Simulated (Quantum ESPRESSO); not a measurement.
# Rb3ClO (Pm-3m): modes at Γ and the response to a field, part 3 of 3

Aim: the zone-centre modes of Rb3ClO (Pm-3m).

Quantum ESPRESSO 7.5; DFT LDA, scalar-relativistic, plane waves, PseudoDojo norm-conserving pseudopotentials.

So far. Step 6 (Zone-centre response): The acoustic modes at Γ come out as far as 1.3 cm⁻¹ from zero, where they should vanish, a small numerical error; the Born charges miss their sum rule by 0.014 e, which is good. The lowest optical mode is imaginary, 38i cm⁻¹, an instability at this level and on this k mesh. Step 7 (Modes with the sum rule): The rule moves no optical mode by more than 0.1 cm⁻¹. The relaxed cell has a = 5.272 Å (conventional setting).

### 8. Sum rules set otherwise (asr crystal)

The rule can be imposed in more than one way; the choices should agree where the raw error is small.

dynmat.in

```
&INPUT
  fildyn = 'g.dyn'
  asr    = 'crystal'
  fileig = 'dynmat.eig'
  lperm  = .true.
/
```

Launch:

```bash
$ dynmat.x -in dynmat.in > dynmat.out
```

Output:

```text
[banner, memory and clock lines left out]
Program DYNMAT v.7.5

     Reading Dynamical Matrix from file g.dyn
     ...Force constants read
     ...epsilon and Z* read
     Acoustic Sum Rule: || Z*(ASR) - Z*(orig)|| =    1.118778E-02
     Acoustic Sum Rule: ||dyn(ASR) - dyn(orig)||=    2.914144E-05
     A direction for q was not specified:TO-LO splitting will be absent

     Polarizability (A^3 units)
     multiply by 0.479327 for Clausius-Mossotti correction
        38.001148    0.000000    0.000000
         0.000000   38.001148    0.000000
         0.000000    0.000000   38.001148

     IR activities are in (D/A)^2/amu units

# mode   [cm-1]    [THz]      IR
    1    -37.94   -1.1373    3.1957
    2    -37.94   -1.1373    3.1957
    3    -37.94   -1.1373    3.1957
    4    -30.08   -0.9019    0.0000
    5    -30.08   -0.9019    0.0000
    6    -30.08   -0.9019    0.0000
    7     -0.00   -0.0000    0.0000
    8     -0.00   -0.0000    0.0000
    9      0.00    0.0000    0.0000
   10     75.93    2.2763    0.1359
   11     75.93    2.2763    0.1359
   12     75.93    2.2763    0.1359
   13    219.90    6.5924    7.9032
   14    219.90    6.5924    7.9032
   15    219.90    6.5924    7.9032

Electronic dielectric permittivity tensor (relative, adimensional)
         4.258779    0.000000    0.000000
         0.000000    4.258779    0.000000
         0.000000    0.000000    4.258779

 ... with zone-center polar mode contributions
         6.980753   -0.000000    0.000000
        -0.000000    6.980753    0.000000
         0.000000    0.000000    6.980753

[end of the log left out, with the tail of the file of modes that dynmat.x writes under the same name]
```

Elapsed: 0.47 s, on 1 thread of Arm Neoverse V1, shared host.

This step gave:

```
lowest optical zone-centre mode : -37.94 cm⁻¹
```

Zone-centre frequencies as printed; negative means imaginary. Modes:

| mode | frequency (cm⁻¹) |
| --- | --- |
| 1 | -37.94 |
| 2 | -37.94 |
| 3 | -37.94 |
| 4 | -30.08 |
| 5 | -30.08 |
| 6 | -30.08 |
| 7 | 0 |
| 8 | 0 |
| 9 | 0 |
| 10 | 75.93 |
| 11 | 75.93 |
| 12 | 75.93 |
| 13 | 219.9 |
| 14 | 219.9 |
| 15 | 219.9 |

Against the first rule no mode moves by more than 0.1 cm⁻¹.

### 9. Sum rules set otherwise: a sum rule for molecules or wires on a crystal

This rule also removes rotations, which suits molecules and not a crystal; it is tried to see the harm.

dynmat.in

```
&INPUT
  fildyn = 'g.dyn'
  asr    = 'zero-dim'
  fileig = 'dynmat.eig'
  lperm  = .true.
/
```

Launch:

```bash
$ dynmat.x -in dynmat.in > dynmat.out
```

Output:

```text
[banner, memory and clock lines left out]
Program DYNMAT v.7.5

     Reading Dynamical Matrix from file g.dyn
     ...Force constants read
     ...epsilon and Z* read
     Acoustic Sum Rule: || Z*(ASR) - Z*(orig)|| =    1.359080E-01
     Acoustic Sum Rule: ||dyn(ASR) - dyn(orig)||=    5.170891E-02
     A direction for q was not specified:TO-LO splitting will be absent

     Polarizability (A^3 units)
     multiply by 0.479327 for Clausius-Mossotti correction
        38.001148    0.000000    0.000000
         0.000000   38.001148    0.000000
         0.000000    0.000000   38.001148

     IR activities are in (D/A)^2/amu units

# mode   [cm-1]    [THz]      IR
    1    -37.94   -1.1373    3.1957
    2    -37.08   -1.1116    2.7123
    3    -37.08   -1.1116    2.7123
    4     -7.97   -0.2389    0.7707
    5     -7.97   -0.2389    0.7707
    6     -0.00   -0.0000    0.0000
    7     -0.00   -0.0000    0.0000
    8     -0.00   -0.0000    0.0000
    9     -0.00   -0.0000    0.0000
   10      0.00    0.0000    0.0000
   11      0.00    0.0000    0.0000
   12     75.93    2.2763    0.1359
   13    219.90    6.5924    7.9032
   14    230.92    6.9227    7.9335
   15    230.92    6.9227    7.9335

Electronic dielectric permittivity tensor (relative, adimensional)
         4.258779    0.000000    0.000000
         0.000000    4.258779    0.000000
         0.000000    0.000000    4.258779

 ... with zone-center polar mode contributions
         6.609772    0.185490    0.185490
         0.185490    6.609772    0.185490
         0.185490    0.185490    6.609772

[end of the log left out, with the tail of the file of modes that dynmat.x writes under the same name]
```

Elapsed: 0.47 s, on 1 thread.

The run ended normally, but on settings that are not sound.

The fault: a sum rule for molecules or wires on a crystal; 3 optical modes are projected out to zero frequency, as if they were rotations.

For a crystal the rule has to be 'simple' or 'crystal'.

Zone-centre frequencies as printed; negative means imaginary. Modes:

| mode | frequency (cm⁻¹) |
| --- | --- |
| 1 | -37.94 |
| 2 | -37.08 |
| 3 | -37.08 |
| 4 | -7.97 |
| 5 | -7.97 |
| 6 | 0 |
| 7 | 0 |
| 8 | 0 |
| 9 | 0 |
| 10 | 0 |
| 11 | 0 |
| 12 | 75.93 |
| 13 | 219.9 |
| 14 | 230.9 |
| 15 | 230.9 |

### 10. The LO-TO splitting (1 0 0)

A longitudinal polar mode sets up a macroscopic field that stiffens it; the term hangs on the direction from which q goes to zero.

dynmat.in

```
&INPUT
  fildyn = 'g.dyn'
  asr    = 'simple'
  fileig = 'dynmat.eig'
  q(1)   = 1.0
  q(2)   = 0.0
  q(3)   = 0.0
/
```

Launch:

```bash
$ dynmat.x -in dynmat.in > dynmat.out
```

Output:

```text
[banner, memory and clock lines left out]
Program DYNMAT v.7.5

     Reading Dynamical Matrix from file g.dyn
     ...Force constants read
     ...epsilon and Z* read

     Polarizability (A^3 units)
     multiply by 0.479327 for Clausius-Mossotti correction
        38.001148    0.000000    0.000000
         0.000000   38.001148    0.000000
         0.000000    0.000000   38.001148

     IR activities are in (D/A)^2/amu units

# mode   [cm-1]    [THz]      IR
    1    -37.89   -1.1360    3.1955
    2    -37.89   -1.1360    3.1955
    3    -30.07   -0.9014    0.0000
    4    -30.07   -0.9014    0.0000
    5    -30.07   -0.9014    0.0000
    6     -0.00   -0.0000    0.0000
    7     -0.00   -0.0000    0.0000
    8     -0.00   -0.0000    0.0000
    9     65.24    1.9559    0.5289
   10     75.96    2.2771    0.1355
   11     75.96    2.2771    0.1355
   12     83.89    2.5151    0.6424
   13    219.92    6.5929    7.9038
   14    219.92    6.5929    7.9038
   15    282.49    8.4687   10.0635

[end of the log left out, with the tail of the file of modes that dynmat.x writes under the same name]
```

Elapsed: 0.47 s, on 1 thread.

Read from the output:

- highest mode moved by the LO-TO term: 282.5 cm⁻¹

Zone-centre frequencies as printed; negative means imaginary. Modes:

| mode | frequency (cm⁻¹) |
| --- | --- |
| 1 | -37.89 |
| 2 | -37.89 |
| 3 | -30.07 |
| 4 | -30.07 |
| 5 | -30.07 |
| 6 | 0 |
| 7 | 0 |
| 8 | 0 |
| 9 | 65.24 |
| 10 | 75.96 |
| 11 | 75.96 |
| 12 | 83.89 |
| 13 | 219.9 |
| 14 | 219.9 |
| 15 | 282.5 |

The field moves 3 modes; the highest of them now lies at 282 cm⁻¹, where the highest that moved away lay at 220.

### 11. Outcome

* space group after relaxation: Pm-3m
* volume per atom: 29.3 Å³
* gap on the k-mesh: 0.287 eV
* highest optical zone-centre mode (no LO-TO term): 219.9 cm⁻¹
* lowest optical zone-centre mode: -37.9 cm⁻¹
* highest mode moved by the LO-TO term (probably not converged in the k mesh): 282.5 cm⁻¹
* mean high-frequency dielectric constant (probably not converged in the k mesh): 4.26
* largest Born charge in size (third of the trace) (probably not converged in the k mesh): 2.49 e
* imaginary optical modes at the zone centre (no q mesh in this session): yes

In words: At the LDA level the optical modes of Rb3ClO (Pm-3m) at the zone centre (no LO-TO term) run from 38i to 220 cm⁻¹, so the structure is a saddle point, with 6 modes beyond 10i cm⁻¹ there. Along the directions run, the highest mode that the macroscopic field moves lies at 282 cm⁻¹. ε∞, the Born charges and what follows from them are probably not converged in the k mesh. Of the 12 optical modes, 9 are infrared active alone and 3 are silent. These are harmonic frequencies at zero temperature: anharmonic shifts and linewidths and thermal expansion are left out. The structure comes from a database and need not be the phase that is stable at ambient conditions.

[Host names and launcher messages were left out of these logs when they were recorded.]

[Logs are printed without paths, hosts, clocks, repeated set-up lines and the standing remarks that a program may print on its own settings, such as how far it seeks lower states.]

[Hosts, paths, dates, database ids (printed as entryN), source tags and the programs' standing remarks are cut or masked in the printed files.]
